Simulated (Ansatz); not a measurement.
# Na on Cu(111): change of the work function, part 2 of 2

Aim: the work function of Cu(111) at several coverages of Na (fcc site), and the dipole that each adsorbate carries.

Ansatz 0.2.0; plane-wave DFT, PBE, Ansatz PAW.

So far, work function, upper face (eV): step 2 (the clean slab) 4.79; step 3 (37 atoms, coverage 0.111 ML, cell 3x3) 2.41.

## Step 4: Adsorbate added, k-mesh 6×6×1, coverage 0.25 ML

System of this step: Na/Cu(111). The cell holds 17 atoms: 16 Cu and 1 Na. Its edges and angles: a = 5.105 Å, b = 5.105 Å, c = 26.945 Å, α = 90.0°, β = 90.0°, γ = 60.0°. Vacuum lies along c.

Another coverage, to see how the dipoles act on each other as their distance changes.

The input, input.yaml:

```yaml
crystal:
  lattice:
    - [5.1053109602, 1.0e-10, 0.0]
    - [2.5526554801, 4.4213289858, 0.0]
    - [0.0, 0.0, 26.9451372026]
  atoms:
    - { symbol: Cu, position: [0.0, 0.0, 0.3340120309] }
    - { symbol: Cu, position: [0.1666666667, 0.1666666667, 0.4113630741] }
    - { symbol: Cu, position: [0.3333333333, 0.3333333333, 0.4887141173] }
    - { symbol: Cu, position: [0.0, 0.0, 0.5660651605] }
    - { symbol: Cu, position: [0.0, 0.5, 0.3340120309] }
    - { symbol: Cu, position: [0.1666666667, 0.6666666667, 0.4113630741] }
    - { symbol: Cu, position: [0.3333333333, 0.8333333333, 0.4887141173] }
    - { symbol: Cu, position: [0.0, 0.5, 0.5660651605] }
    - { symbol: Cu, position: [0.5, 0.0, 0.3340120309] }
    - { symbol: Cu, position: [0.6666666667, 0.1666666667, 0.4113630741] }
    - { symbol: Cu, position: [0.8333333333, 0.3333333333, 0.4887141173] }
    - { symbol: Cu, position: [0.5, 0.0, 0.5660651605] }
    - { symbol: Cu, position: [0.5, 0.5, 0.3340120309] }
    - { symbol: Cu, position: [0.6666666667, 0.6666666667, 0.4113630741] }
    - { symbol: Cu, position: [0.8333333333, 0.8333333333, 0.4887141173] }
    - { symbol: Cu, position: [0.5, 0.5, 0.5660651605] }
    - { symbol: Na, position: [0.1666666667, 0.1666666667, 0.6659879691] }
kpoints:
  mp_grid: { grid: [6, 6, 1] }
hamiltonian:
  xc: pbe
scf:
  occupations: { method: fermi_dirac, width: 0.1 }
  convergence: { dr2_threshold: 1.0e-08 }
efield:
  axis: 3
  dipole_correction: true
  ramp_position: 0.97
  ramp_width: 0.06
relax:
  f_tol: 0.02
  max_steps: 60
  constraints: [{ sites: [0, 1, 4, 5, 8, 9, 12, 13] }]
output:
  dos: { projected: true, e_range: [-8, 4] }
  write_potential: true
  write_density: true
  volumetric_format: npy
  elf: true
```

Launch:

```sh
$ ansatz run input.yaml --threads 4 --pin off --max-ram 16384MiB --backend cpu --events-out ev --progress --plain --runs-dir out
```

It took 2.7 min on 4 threads of Arm Neoverse V1, shared host; peak memory 2.8 GiB; 11 min of CPU time.

Step by step:

```
step  energy less that of the first step (eV)  largest force component (eV/Å)
   1                                   0.0000                          0.4223
   2                                  -0.0318                          0.3317
   3                                  -0.0640                          0.1529
   4                                  -0.0693                          0.0563
   5                                  -0.0700                          0.0032
```

Forces are held to the 6 operations that the program found; a distortion that breaks them can't arise in this run.

The atoms that moved most (Å):

```
atom      dx      dy      dz  length
Na17   0.000   0.000  -0.275   0.275
Cu16   0.000   0.000   0.074   0.074
 Cu4  -0.009  -0.005  -0.020   0.022
Cu12   0.009  -0.005  -0.020   0.022
 Cu8   0.000   0.010  -0.020   0.022
Cu15   0.000   0.000  -0.019   0.019
Cu11  -0.006   0.003   0.000   0.007
 Cu7   0.000  -0.007   0.000   0.007
```

The relaxed structure:

```cif
data_structure
_symmetry_space_group_name_H-M 'P 1'
_symmetry_Int_Tables_number 1
_cell_length_a 5.1053
_cell_length_b 5.1053
_cell_length_c 26.9451
_cell_angle_alpha 90.000
_cell_angle_beta 90.000
_cell_angle_gamma 60.000
_cell_volume 608.21
loop_
_atom_site_label
_atom_site_type_symbol
_atom_site_fract_x
_atom_site_fract_y
_atom_site_fract_z
_atom_site_occupancy
Cu1 Cu 0.00000 0.00000 0.33401 1
Cu2 Cu 0.16667 0.16667 0.41136 1
Cu3 Cu 0.33408 0.33408 0.48873 1
Cu4 Cu 0.99889 0.99889 0.56532 1
Cu5 Cu 0.00000 0.50000 0.33401 1
Cu6 Cu 0.16667 0.66667 0.41136 1
Cu7 Cu 0.33408 0.83185 0.48873 1
Cu8 Cu 0.99889 0.50223 0.56532 1
Cu9 Cu 0.50000 0.00000 0.33401 1
Cu10 Cu 0.66667 0.16667 0.41136 1
Cu11 Cu 0.83185 0.33408 0.48873 1
Cu12 Cu 0.50223 0.99889 0.56532 1
Cu13 Cu 0.50000 0.50000 0.33401 1
Cu14 Cu 0.66667 0.66667 0.41136 1
Cu15 Cu 0.83333 0.83333 0.48802 1
Cu16 Cu 0.50000 0.50000 0.56882 1
Na17 Na 0.16667 0.16667 0.65577 1
```

Numbers from this step:

* energy at zero smearing: -107486.0241 eV
* work function, upper face: 1.964 eV
* work function, lower face: 4.793 eV
* dipole along the normal: 0.3529 e·Å
* step between the vacuum levels: -2.829 eV

Running mean over 2.084 Å of the planar mean; the ramp of the sawtooth is left out. Table of electron's electrostatic potential energy less the Fermi level by z:

z (Å), electron's electrostatic potential energy less the Fermi level (eV) and a bar from the least value:
```
        4       4.79 ##############################
        5       4.79 ##############################
        6       4.74 ##############################
        7       4.10 ############################
        8      -2.78 #############
        9      -8.58 #
       10      -8.81 
       11      -8.86 
       12      -8.87 
       13      -8.85 
       14      -8.76 
       15      -8.74 
       16      -5.84 #######
       17       0.25 ####################
       18       0.01 ###################
       19       1.09 ######################
       20       1.76 #######################
       21       1.91 ########################
       22       1.95 ########################
       23       1.96 ########################
```

The density of states has structure finer than the step of the table below, so its rows give means over 0.25 eV. Peaks (eV: height): -2.890: 115, -2.800: 103, -2.740: 97.0, -2.650: 74.1, -2.380: 96.4, -2.080: 81.5, -1.650: 106.

Table of density of states by energy, zero at the Fermi level; means over each step:

```
energy (eV)  density of states (states/eV a cell)
      -7.75                                  1.30
      -7.50                                  2.50
      -7.25                                  1.96
      -7.00                                  2.00
      -6.75                                  1.81
      -6.50                                  3.66
      -6.25                                  2.00
      -6.00                                  3.16
      -5.75                                  2.57
      -5.50                                  6.66
      -5.25                                  6.88
      -5.00                                  4.35
      -4.75                                  19.1
      -4.50                                  16.7
      -4.25                                  34.8
      -4.00                                  27.7
      -3.75                                  33.5
      -3.50                                  38.4
      -3.25                                  36.9
      -3.00                                  70.4
      -2.75                                  73.4
      -2.50                                  52.3
      -2.25                                  49.2
      -2.00                                  69.9
      -1.75                                  82.1
      -1.50                                  35.4
      -1.25                                  8.98
      -1.00                                  5.13
      -0.75                                  8.79
      -0.50                                  4.96
      -0.25                                  5.56
       0.00                                  5.07
       0.25                                  7.01
       0.50                                  7.08
       0.75                                  5.24
       1.00                                  5.41
       1.25                                  4.99
       1.50                                  7.07
       1.75                                  5.58
```

Projected DOS per atom over height of the atomic layer and energy from the Fermi level. Layers: Cu4 Cu4 Cu4 Cu4 Na from below.

Values in states/eV, 22 rows by 5 columns, each cell a mean:
```
0.18 0.16 0.17 0.16 0.20
0.10 0.17 0.17 0.12 0.62
0.16 0.17 0.15 0.15 0.76
0.39 0.27 0.27 0.38 0.42
0.21 0.23 0.23 0.18 0.48
0.27 0.27 0.28 0.26 0.32
0.42 0.31 0.31 0.40 0.19
1.92 1.87 1.67 1.29 0.19
5.24 4.18 4.30 4.77 0.13
3.75 2.76 2.96 3.69 0.18
4.88 3.45 3.43 4.88 0.14
2.37 2.90 2.96 3.12 0.07
1.80 2.08 1.99 2.03 0.01
1.22 2.45 2.41 1.34 0.01
0.66 1.39 1.37 0.74 0.02
0.36 0.63 0.63 0.38 0.02
0.29 0.40 0.40 0.31 0.02
0.19 0.15 0.17 0.20 0.02
0.12 0.22 0.21 0.14 0.01
0.10 0.14 0.13 0.11 0.01
0.10 0.17 0.16 0.11 0.01
0.05 0.12 0.11 0.06 0.00
```
Columns: height of the atomic layer (Å) from 9 to 17.7 (not evenly spaced); rows upwards: energy from the Fermi level (eV) from -7.96 to 1.95.

Electrostatic potential energy in the ca plane at fractional y = 0.167, with atoms of Cu and Na within 0.2 Å of it. With pseudopotentials it is smooth inside the atoms' cores, unlike the true potential.

Ten even steps from '0' (-43 eV) to '9' (6 eV), each cell a mean:
```
74579998999864689755799999999999999999999999
75579988899865689855799999999999999999999999
87789853479987899987899999999999999999999999
99999610038999999999999999999999999999999999
99999500028999999999999999999999999999999999
99999610048999999999999999999999999999999999
87789864589987899877899999999999999999999999
74579998999864689754799999999999999999999999
75579988899865689855799998899999999999999999
87789853479987899988899976688999999999999999
99999610038999999999999840058999999999999999
99999500028999999999999820048999999999999999
99999610048999999999999851168999999999999999
87789864589987899877899987789999999999999999
```
Columns run along c (16.0 Å, from fractional 0.32 to 0.91 of the cell; values clipped at the 3rd and 97th percentile), rows up along a (5.1 Å). Atoms in or near the plane, at fractional coordinates: Cu at (0.41, 0.17), Cu at (0.41, 0.67), Na at (0.66, 0.17).

Valence density in the ca plane at fractional y = 0.167, with atoms of Cu and Na within 0.2 Å of it. It is the smooth field of the valence electrons, not physical close to the nuclei.

Ten steps, logarithmic in the rise over the least value, from '0' (0 e/Å³) to '9' (46 e/Å³), each cell a mean:
```
12210001100123211122100000000000000000000000
12210011100122210122100000000000000000000000
11110124310111100111100000000000000000000000
00000268731001000000000000000000000000000000
00000279841000000000000000000000000000000000
01100157631001000011000000000000000000000000
11110123210111100111100000000000000000000000
12210001100123211122100000000000000000000000
12210011100122210122100000000000000000000000
11110124310111100111100012200000000000000000
00000268731000000000000046630000000000000000
00000279841000000000000157740000000000000000
01100157631001000001000036520000000000000000
11110123210111100111100001100000000000000000
```
Columns run along c (16.0 Å, from fractional 0.32 to 0.91 of the cell), rows up along a (5.1 Å). Atoms in or near the plane, at fractional coordinates: Cu at (0.41, 0.17), Cu at (0.41, 0.67), Na at (0.66, 0.17).

ELF in the ca plane at fractional y = 0.167, with atoms of Cu and Na within 0.2 Å of it. It is the smooth field of the valence electrons, not physical close to the nuclei.

Values, 8 rows by 16 columns, each cell a mean:
```
0.18 0.19 0.21 0.22 0.18 0.19 0.18 0.19 0.19 0.04 0.07 0.20 0.09 0.02 0.00 0.00
0.19 0.20 0.24 0.21 0.20 0.20 0.19 0.21 0.25 0.17 0.18 0.15 0.05 0.01 0.00 0.00
0.28 0.24 0.53 0.29 0.27 0.24 0.25 0.28 0.24 0.19 0.18 0.11 0.04 0.01 0.00 0.00
0.19 0.20 0.24 0.21 0.20 0.20 0.19 0.21 0.25 0.18 0.18 0.14 0.05 0.01 0.00 0.00
0.18 0.19 0.21 0.22 0.18 0.19 0.18 0.19 0.19 0.04 0.07 0.20 0.09 0.02 0.00 0.00
0.19 0.20 0.24 0.21 0.20 0.20 0.19 0.22 0.16 0.43 0.07 0.20 0.13 0.03 0.00 0.00
0.28 0.24 0.53 0.29 0.27 0.24 0.25 0.32 0.26 0.46 0.18 0.18 0.15 0.03 0.00 0.00
0.19 0.20 0.24 0.21 0.20 0.20 0.19 0.23 0.16 0.45 0.08 0.20 0.13 0.03 0.00 0.00
```
Columns run along c (16.0 Å, from fractional 0.32 to 0.91 of the cell), rows up along a (5.1 Å). Atoms in or near the plane, at fractional coordinates: Cu at (0.41, 0.17), Cu at (0.41, 0.67), Na at (0.66, 0.17).

The relaxation took 5 steps and lowered the energy by 0.070 eV; the largest force on the free atoms ends at 0.0032 eV/Å.

By hand: a sheet of dipoles makes a step −p/(ε₀A) in the electron's potential. With e/ε₀ = 180.95 V·Å, p = 0.3529 e·Å and A = 22.57 Å², that is −180.95 × (0.3529) / 22.57 = -2.829 eV, and the two vacuum levels of the run differ by -2.829 eV.

The covered face has 1.96 eV, -2.82 eV against the clean one; the bare back face has moved by +0.01 eV, a measure of how thin the slab is.

## Step 5: Work function against coverage

This step: plane-wave DFT, PBE, Ansatz PAW; work function against coverage (Ansatz 0.2.0).

The runs are now put side by side.

Numbers from this step:

| Property | Result |
| --- | --- |
| work function of the clean face | 4.786 eV |
| largest change of the work function | -2.822 eV |

The work function of the covered face by coverage:

```
coverage (adsorbates/nm²)  work function of the covered face (eV)
                     0.00                                    4.79
                     1.97                                    2.41
                     4.43                                    1.96
```

The dipole per adsorbate comes from the change of the cell's dipole. Coverage, by row:

```
coverage (1/nm²)  coverage (ML)  work function (eV)  change (eV)  dipole per adsorbate, positive end outwards (debye)  mean height of the added atoms over the highest substrate atom (Å)
           1.969         0.1111               2.413       -2.373                                                 3.17                                                               2.381
            4.43           0.25               1.964       -2.822                                                1.695                                                               2.343
```

## Step 6: Results

```yaml
work_function_of_the_clean_face: 4.79 eV
work_function_at_0p11_ml: 2.41 eV
work_function_at_0p25_ml: 1.96 eV
dipole_per_adsorbate_at_0p11_ml_positive_end_outwards: 3.17 D
```

In words: Na lowers the work function of Cu(111) at the lowest coverage, by 2.37 eV: the adsorbate layer has its positive end outwards. The slab has 4 layers, at the tabulated experimental lattice constant, one starting site was run, and quantum-size effects of a slab this thin can reach one or two tenths of an eV.

[Long decimals in the printed logs are rounded to 6 places.]

[Logs are printed without paths, hosts, clocks, repeated set-up lines and the standing remarks that a program may print on its own settings, such as how far it seeks lower states.]

[Hosts, paths, dates, database ids (printed as entryN), source tags and the programs' standing remarks are cut or masked in the printed files.]

[Maps of the electrostatic potential energy from Ansatz leave out the sawtooth potential of an applied field or a dipole correction, so their vacuum need not be flat; planar profiles and work functions include it.]

[The density of states shown here was stored with 400 of the rows of the run's finer table, so its peaks can read low, often by over a quarter, or be missed, and its means over a window can be off by a tenth or more.]
